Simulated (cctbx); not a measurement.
## Reading a Patterson map

Space group Amm2 (no. 38), a = 5.1410 Å, b = 6.3660 Å, c = 11.1120 Å, α = 90.00°, β = 90.00°, γ = 90.00°, content Tl2 Cd4 Al2 Mg8.

Simulated single-crystal data (cctbx): synchrotron X-rays, λ = 0.6889 Å, to d = 0.65 Å, 50 % of the full sphere, strongest reflection 20000 counts, noise from counting, a 2 % proportional error and a noise floor of 4 counts (s.d.); no absorption.

Patterson synthesis from sharpened amplitudes, origin scaled to 1000:

```text
Patterson group A m m m
      u       v       w   height  length (A)
  0.000   0.000   0.000   1000.0     0.00
  0.000   0.250   0.250    663.6     3.20
  0.000   0.000   0.500    393.8     5.56
  0.500   0.000   0.171    103.3     3.20
  0.500   0.000   0.332     94.2     4.50
  0.500   0.252   0.081     93.8     3.16
  0.069   0.069   0.069     39.3     0.95
  0.161   0.183   0.060     36.3     1.58
  0.084   0.132   0.000     34.4     0.94
  0.161   0.070   0.308     34.2     3.55
  0.157   0.078   0.000     33.8     0.94
  0.162   0.000   0.040     33.2     0.94
  0.153   0.065   0.189     32.6     2.28
  0.081   0.184   0.317     31.1     3.73
```

Q: Assign the vectors.

A peak at u stands for all pairs with xi − xj = u, with weight Σ ZiZj against Σ Z² = 23828 at the origin. Peak heights follow these weights only roughly, since form factors, motion and series ripples differ, all vectors within 0.55 Å of a peak are counted as merged into it though the farther ones add only part of their weight, and F(000) is left out, which lowers the whole map:

| u | v | w | shortest length (Å) | height | 1000 ΣZiZj/ΣZ² | pairs in the cell |
| --- | --- | --- | --- | --- | --- | --- |
| 0.000 | 0.250 | 0.250 | 3.20 | 664 | 800 | 4 × Tl–Cd, 4 × Cd–Mg, 4 × Al–Mg, 4 × Mg–Mg |
| 0.000 | 0.000 | 0.500 | 3.18 | 394 | 600 | 4 × Cd–Cd, 4 × Tl–Mg, 4 × Al–Mg, 4 × Mg–Mg |
| 0.500 | 0.000 | 0.171 | 3.20 | 103 | 197 | 4 × Cd–Mg, 2 × Tl–Al, 2 × Mg–Mg |
| 0.500 | 0.000 | 0.332 | 4.50 | 94 | 191 | 4 × Cd–Mg, 2 × Tl–Mg, 2 × Al–Mg |
| 0.500 | 0.252 | 0.081 | 3.16 | 94 | 194 | 2 × Tl–Mg, 2 × Cd–Al, 2 × Cd–Mg, 2 × Mg–Mg |

The table stops at ten peaks or at a height of 45, below which ripples compete. In the model behind the data Tl, the heaviest element, has 1 independent site: (0, 1/2, 0.3349), up to an allowed shift of origin. No listed peak is a Tl–Tl vector, so the position follows from the cell content and the cross vectors. The whole model:

| atom | mult. | x | y | z | Ueq (Å²) |
| --- | --- | --- | --- | --- | --- |
| Tl1 | 2 | 0 | 1/2 | 0.3349 | 0.0027 |
| Cd1 | 4 | 0 | 0.2514 | 0.0882 | 0.0092 |
| Al1 | 2 | 1/2 | 1/2 | 0.1655 | 0.0068 |
| Mg1 | 2 | 1/2 | 0 | 0.1678 | 0.0068 |
| Mg2 | 4 | 1/2 | 0.7555 | 0.4194 | 0.0083 |
| Mg3 | 2 | 0 | 0 | 0.3326 | 0.0079 |

The model was made for the exercise: a known structure type with other elements put in, its volume estimated, not relaxed; displacement parameters are assumed.

[Logs are printed without paths, hosts, clocks, repeated set-up lines and the standing remarks that a program may print on its own settings, such as how far it seeks lower states.]
